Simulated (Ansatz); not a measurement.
## KTaSe3 (built on the sites of a database entry of KTaO3): a soft mode frozen in

Wanted: the energy along a soft mode of KTaSe3 (built on the sites of a database entry of KTaO3) and the structure at the end.

Calculated with Ansatz 0.2.0; DFT LDA, scalar-relativistic, plane waves, PAW.

Most raw output is cut from this account.

The structure was built from a prototype and need not be the compound's stable phase.

### Step 1. Set-up

Symmetry: Pm-3m, No. 221, cubic system. Conventional cell: a = 4.998 Å, b = 4.998 Å, c = 4.998 Å, α = 90.00°, β = 90.00°, γ = 90.00°. K has 12 Se at 3.53 Å nearest. Nearest to Ta lie 6 Se at 2.50 Å. Nearest to Se lie 2 Ta at 2.50 Å and 4 K at 3.53 Å. Farther neighbours and most contacts between anions are not listed.

### Step 2. Phonons on a q mesh

The cell comes from relaxations at this level that are not shown. Stability and thermal properties need the whole zone. Linear response on a 2×2×2 q mesh gives force constants as far as a supercell of that size would.

input.yaml

```yaml
crystal:
  lattice:
    - [4.9981413134, 0.0, 0.0]
    - [0.0, 4.9981413134, 0.0]
    - [0.0, 0.0, 4.9981413134]
  atoms:
    - { symbol: K, position: [0.5, 0.5, 0.5] }
    - { symbol: Ta, position: [0.0, 0.0, 0.0] }
    - { symbol: Se, position: [0.5, 0.0, 0.0] }
    - { symbol: Se, position: [0.0, 0.5, 0.0] }
    - { symbol: Se, position: [0.0, 0.0, 0.5] }
kpoints:
  mp_grid: { grid: [6, 6, 6] }
hamiltonian:
  xc: lda
scf:
  occupations: { method: methfessel_paxton, width: 0.15 }
output:
  eigenvalues: true
phonons:
  method: dfpt
  qmesh: [2, 2, 2]
  temperatures: { t_max: 1000, t_step: 50 }
  qpath:
    path:
      - [[0.0, 0.0, 0.0], [0.0, 0.5, 0.0], [0.5, 0.5, 0.0], [0.0, 0.0, 0.0], [0.5, 0.5, 0.5], [0.0, 0.5, 0.0]]
      - [[0.5, 0.5, 0.5], [0.5, 0.5, 0.0]]
    npoints: 10
```

On the command line:

```sh
> ansatz run input.yaml --threads 8 --pin off --max-ram 14336MiB --backend cpu --events-out ev --progress --plain --runs-dir out
```

The job ended after 39 s (8 threads of AMD EPYC 9R45 (Zen 5), shared host; peak memory 1.4 GiB; 4.5 min of CPU time).

This step gave:

```
volume per atom                                         : 24.97 Å³
gap on the k-mesh                                       : 0 eV
sum-rule residual before enforcement                    : 2.39e-5 eV/Å²
lowest frequency on the path                            : -50.87 cm⁻¹
point group                                             : m-3m
highest frequency on the path or at a solved wavevector : 303.5 cm⁻¹
highest optical mode at the zone centre (no LO-TO term) : 232.2 cm⁻¹
lowest optical zone-centre mode                         : 51.97 cm⁻¹
lowest mode on the q mesh (acoustic modes at Γ apart)   : -50.87 cm⁻¹
```

Frequencies (cm⁻¹) solved at each irreducible wavevector; negative means imaginary. Frequencies by wavevector, by row:

| q in reciprocal lattice units | star | mode 1 | mode 2 | mode 3 | mode 4 | mode 13 | mode 14 | mode 15 |
| --- | --- | --- | --- | --- | --- | --- | --- | --- |
| 0 0 0 | 1 | 0 | 0 | 0 | 52 | 232.2 | 232.2 | 232.2 |
| 0 0 -0.5 | 3 | 14.4 | 14.4 | 66.6 | 66.6 | 230.5 | 230.5 | 270 |
| 0 -0.5 -0.5 | 3 | -49.1 | -20.1 | 66.1 | 66.1 | 158.3 | 229.1 | 287.6 |
| -0.5 -0.5 -0.5 | 1 | -50.9 | -50.9 | -50.9 | 70.9 | 156 | 156 | 303.5 |

Interpolated from a 2×2×2 q mesh. The phonon branches at the labelled points (cm⁻¹):

| point | branch 1 | branch 2 | branch 3 | branch 4 | branch 12 | branch 13 | branch 14 | branch 15 |
| --- | --- | --- | --- | --- | --- | --- | --- | --- |
| Γ | 0 | 0 | 0 | 52 | 81 | 232 | 232 | 232 |
| halfway | 18 | 18 | 56 | 56 | 115 | 231 | 231 | 250 |
| X | 14 | 14 | 67 | 67 | 153 | 230 | 230 | 270 |
| halfway | -6 | 28 | 60 | 68 | 154 | 197 | 230 | 281 |
| M | -49 | -20 | 66 | 66 | 155 | 158 | 229 | 288 |
| halfway | 16 | 32 | 62 | 62 | 119 | 213 | 231 | 268 |
| Γ | 0 | 0 | 0 | 52 | 81 | 232 | 232 | 232 |
| halfway | 32 | 32 | 46 | 70 | 120 | 204 | 204 | 284 |
| R | -51 | -51 | -51 | 71 | 156 | 156 | 156 | 304 |
| halfway | 25 | 32 | 38 | 66 | 155 | 179 | 194 | 294 |
| X | 14 | 14 | 67 | 67 | 153 | 230 | 230 | 270 |
| jump to R | -51 | -51 | -51 | 71 | 156 | 156 | 156 | 304 |
| halfway | -50 | 30 | 30 | 70 | 155 | 155 | 177 | 300 |
| M | -49 | -20 | 66 | 66 | 155 | 158 | 229 | 288 |

Symmetry leaves 4 wavevectors to solve. The lowest mode among them, the acoustic zeros apart, lies at q = (-0.5, -0.5, -0.5) and is imaginary, 50.9i cm⁻¹, so the energy falls along it.

### Step 3. The mode frozen in, largest atomic shift 0 Å

The mode followed lies at q = (0, -0.5, -0.5) with frequency 49.1i cm⁻¹, one of the unstable modes though not the softest. At small amplitude the distorted cell has space group no. 127 by a symmetry search on the positions. The undistorted cell that holds it gives the zero of energy on the same k mesh.

System of this step: KTaSe3 (built on the sites of a database entry of KTaO3). It takes space group Pm-3m (No. 221, cubic). The conventional cell has a = 4.998 Å, b = 4.998 Å, c = 4.998 Å, α = 90.00°, β = 90.00°, γ = 90.00°. Nearest to K lie 12 Se at 3.53 Å. Ta has 6 Se at 2.50 Å nearest. Nearest to Se lie 2 Ta at 2.50 Å and 4 K at 3.53 Å. Nearest to Se lie 2 Ta at 2.50 Å and 4 K at 3.53 Å. Farther neighbours and most contacts between anions are not listed.

input.yaml

```yaml
crystal:
  lattice:
    - [-4.9981413134, 0.0, 0.0]
    - [0.0, -4.9981413134, -4.9981413134]
    - [0.0, -4.9981413134, 4.9981413134]
  atoms:
    - { symbol: K, position: [0.5, 0.0, 0.5] }
    - { symbol: K, position: [0.5, 0.5, 0.0] }
    - { symbol: Ta, position: [1.0, 0.5, 0.5] }
    - { symbol: Ta, position: [1.0, 1.0, 1.0] }
    - { symbol: Se, position: [0.5, 0.0, 0.0] }
    - { symbol: Se, position: [0.5, 0.5, 0.5] }
    - { symbol: Se, position: [1.0, 0.25, 0.25] }
    - { symbol: Se, position: [1.0, 0.75, 0.75] }
    - { symbol: Se, position: [1.0, 0.75, 0.25] }
    - { symbol: Se, position: [1.0, 0.25, 0.75] }
kpoints:
  mp_grid: { grid: [6, 4, 4] }
hamiltonian:
  xc: lda
scf:
  occupations: { method: methfessel_paxton, width: 0.15 }
output:
  forces: true
  stress: true
  eigenvalues: true
```

The job ended after 1.3 s (8 threads; peak memory 1.3 GiB; 8.6 s of CPU time).

Numbers from this step:

* pressure: 0.02270 GPa
* energy from the undistorted cell: 0 meV/atom

The run ends at a pressure of 0.02 GPa.

### Step 4. The mode frozen in, largest atomic shift 0.45 Å

The atoms are moved along the unstable eigenvector, the largest shift by 0.45 Å, with the cell fixed.

input.yaml, the sections that differ from step 3:

```yaml
crystal:
  lattice:
    - [-4.9981413134, 0.0, 0.0]
    - [0.0, -4.9981413134, -4.9981413134]
    - [0.0, -4.9981413134, 4.9981413134]
  atoms:
    - { symbol: K, position: [0.5, 0.0, 0.5] }
    - { symbol: K, position: [0.5, 0.5, 0.0] }
    - { symbol: Ta, position: [1.0, 0.5, 0.5] }
    - { symbol: Ta, position: [1.0, 1.0, 1.0] }
    - { symbol: Se, position: [0.5, 0.0, 0.0] }
    - { symbol: Se, position: [0.5, 0.5, 0.5] }
    - { symbol: Se, position: [1.0, 0.2049832656, 0.2950167344] }
    - { symbol: Se, position: [1.0, 0.7950167344, 0.7049832656] }
    - { symbol: Se, position: [1.0, 0.7049832656, 0.2049832656] }
    - { symbol: Se, position: [1.0, 0.2950167344, 0.7950167344] }
# kpoints, hamiltonian, scf, output: as in step 3
```

The job ended after 1.6 s (8 threads; peak memory 1.3 GiB).

This step gave:

| Property | Result |
| --- | --- |
| pressure | -1.373 GPa |
| energy from the undistorted cell | -16.94 meV/atom |

The energy, extrapolated to zero smearing, is -16.94 meV/atom against the undistorted cell.

The run ends at a pressure of -1.37 GPa, with forces up to 0.034 eV/Å.

### Step 5. Energy along the mode, all amplitudes (two of the runs are shown above)

An imaginary frequency means negative curvature, so the energy should fall and then rise again as anharmonic terms take over.

This step gave:

- depth at the lowest point sampled: 16.94 meV/atom
- largest atomic shift at that point: 0.45 Å

Energy from the parent against largest atomic shift:

| largest atomic shift (Å) | energy from the parent (meV/atom) |
| --- | --- |
| 0.000 | 0 |
| 0.040 | -0.195 |
| 0.080 | -0.758 |
| 0.140 | -2.23 |
| 0.220 | -5.69 |
| 0.320 | -11.8 |
| 0.450 | -16.9 |
| 0.600 | -12.0 |

Displacement at unit largest shift by atom:

| atom | x (Å) | y (Å) | z (Å) | size |
| --- | --- | --- | --- | --- |
| K1 | 0.00 | 0.00 | 0.00 | 0.00 |
| K2 | 0.00 | 0.00 | 0.00 | 0.00 |
| Ta3 | 0.00 | 0.00 | 0.00 | 0.00 |
| Ta4 | 0.00 | 0.00 | 0.00 | 0.00 |
| Se5 | 0.00 | 0.00 | 0.00 | 0.00 |
| Se6 | 0.00 | 0.00 | 0.00 | 0.00 |
| Se7 | 0.00 | 0.00 | 1.00 | 1.00 |
| Se8 | 0.00 | 0.00 | -1.00 | 1.00 |
| Se9 | 0.00 | 1.00 | 0.00 | 1.00 |
| Se10 | 0.00 | -1.00 | 0.00 | 1.00 |

The lowest of the steps tried is at 0.45 Å, 16.9 meV/atom below the parent; the bottom of the well need not coincide with a step.

### Step 6. Relaxation from the frozen mode

Starting from the lowest point found, all atoms and the cell are let go, so that strain and other modes of the same symmetry can join in.

Edit input.yaml of step 4 so:

```diff
@@ -26 +26,6 @@
   eigenvalues: true
+relax:
+  adjacent_minimum: "off"
+  f_tol: 0.002
+  max_steps: 120
+  cell: { stress_tol: 0.03 }
```

Wall time 11 s (8 threads); peak memory 1.4 GiB.

Relaxation path:

| step | energy less that of the first step (eV) | largest force component (eV/Å) | pressure (GPa) | volume (Å³) |
| --- | --- | --- | --- | --- |
| 1 | 0.0000 | 0.0341 | -1.37 | 249.72 |
| 2 | -0.0806 | 0.1579 | 0.71 | 241.89 |
| 3 | -0.1340 | 0.0793 | 0.19 | 240.78 |
| 4 | -0.1486 | 0.0491 | -0.07 | 238.22 |
| 5 | -0.1509 | 0.0070 | -0.04 | 238.51 |
| 6 | -0.1510 | 0.0005 | 0.00 | 238.23 |
| 7* | -0.1496 | 0.0005 | 0.00 | 238.23 |

Relaxation steps marked * repeat the geometry before them on a plane-wave basis chosen anew for their cell, so energy and pressure can jump there.

Forces are held to the 16 operations that the run works with; a distortion that breaks them can't arise in this run.

| cell as run | before | after | change |
| --- | --- | --- | --- |
| a (Å) | 4.998 | 5.138 | +2.8 % |
| b (Å) | 7.068 | 6.809 | -3.7 % |
| c (Å) | 7.068 | 6.809 | -3.7 % |
| volume (Å³/atom) | 24.97 | 23.82 | -4.6 % |

The atoms that moved most (Å, as changes of fractional coordinates times the final cell):

| atom | dx | dy | dz | length |
| --- | --- | --- | --- | --- |
| Se7 | 0.000 | 0.000 | 0.254 | 0.254 |
| Se9 | 0.000 | 0.254 | 0.000 | 0.254 |
| Se8 | 0.000 | 0.000 | -0.254 | 0.254 |
| Se10 | 0.000 | -0.254 | 0.000 | 0.254 |

The relaxed structure:

```xyz
10
Lattice="-5.1385 0.0000 0.0000 0.0000 -4.8147 -4.8147 0.0000 -4.8147 4.8147" Properties=species:S:1:pos:R:3 pbc="T T T"
K    -2.5692   -2.4074    2.4074
K    -2.5692   -2.4074   -2.4074
Ta   -5.1385   -4.8147    0.0000
Ta   -5.1385   -9.6294    0.0000
Se   -2.5692    0.0000    0.0000
Se   -2.5692   -4.8147    0.0000
Se   -5.1385   -2.4074    0.6870
Se   -5.1385   -7.2221   -0.6870
Se   -5.1385   -4.1277   -2.4074
Se   -5.1385   -5.5017    2.4074
```

Numbers from this step:

| Quantity | Value |
| --- | --- |
| pressure | -0.003620 GPa |
| volume per atom | 23.82 Å³ |

The distorted start has space group P4/mbm; the relaxation ends in P4/mbm.

### Step 7. The phases reached

The phases reached along the modes that were followed are set side by side.

Energies are those of the first relaxation, on the mesh of the frozen mode; space group, volume and gap are those of the last relaxation. Phases, by row:

| mode frozen in | space group | energy from parent (meV/atom) | volume (Å³/atom) | gap on mesh (eV) | lowest zone-centre optical mode (cm⁻¹) | largest shift (Å) |
| --- | --- | --- | --- | --- | --- | --- |
| parent | Pm-3m | 0 | 24.97 | 0 | – | – |
| q = (-0.5, -0.5, -0.5), 51i cm⁻¹ | I4/mcm | -37.63 | 23.6 | 0 | – | 0.747 |
| q = (-0.5, -0.5, -0.5), 51i cm⁻¹ | R-3c | -16.24 | 24.37 | 0 | – | 0.432 |
| q = (-0.5, -0.5, -0.5), 51i cm⁻¹ | Imma | -22.97 | 24.24 | 0 | – | 0.547 |
| q = (0, -0.5, -0.5), 49i cm⁻¹ | P4/mbm | -31.84 | 23.82 | 0 | – | 0.687 |

### Step 8. Outcome

* unstable mode of the parent: q = (0, -0.5, -0.5), 49i cm⁻¹
* depth at the lowest point sampled: 16.9 meV/atom
* largest atomic shift at that point: 0.45 Å
* space group reached (within 0.01 Å): P4/mbm
* energy gained over the parent (first relaxation, on the mesh of the frozen mode): 31.8 meV/atom
* volume per atom, phase reached: 23.8 Å³

**Reading.** Along this mode the structure falls into P4/mbm, 31.8 meV/atom below the parent. At the parent's cell the well is 16.94 meV/atom deep on the steps tried, with its lowest point at a shift of 0.45 Å. Relaxing atoms and cell changes the gain by +14.90 meV/atom against the lowest step (energies at zero smearing). The modes of the phase reached were not computed on this path. Of the 4 patterns followed to their end from this parent, this one ends 5.79 meV/atom above the lowest, I4/mcm. Each path keeps the symmetry of its pattern, so a lower phase may lie along a pattern not tried. With no gap, or one that is small against the smearing, the frequencies hang on the k mesh and the smearing, most of all near Kohn anomalies. Spin-orbit coupling is left out, which can matter for the heavy elements here. The starting cell was built on a prototype and not taken from a measurement, so the phase need not exist.

[Logs are printed without paths, hosts, clocks, repeated set-up lines and the standing remarks that a program may print on its own settings, such as how far it seeks lower states.]

[Hosts, paths, dates, database ids (printed as entryN), source tags and the programs' standing remarks are cut or masked in the printed files.]
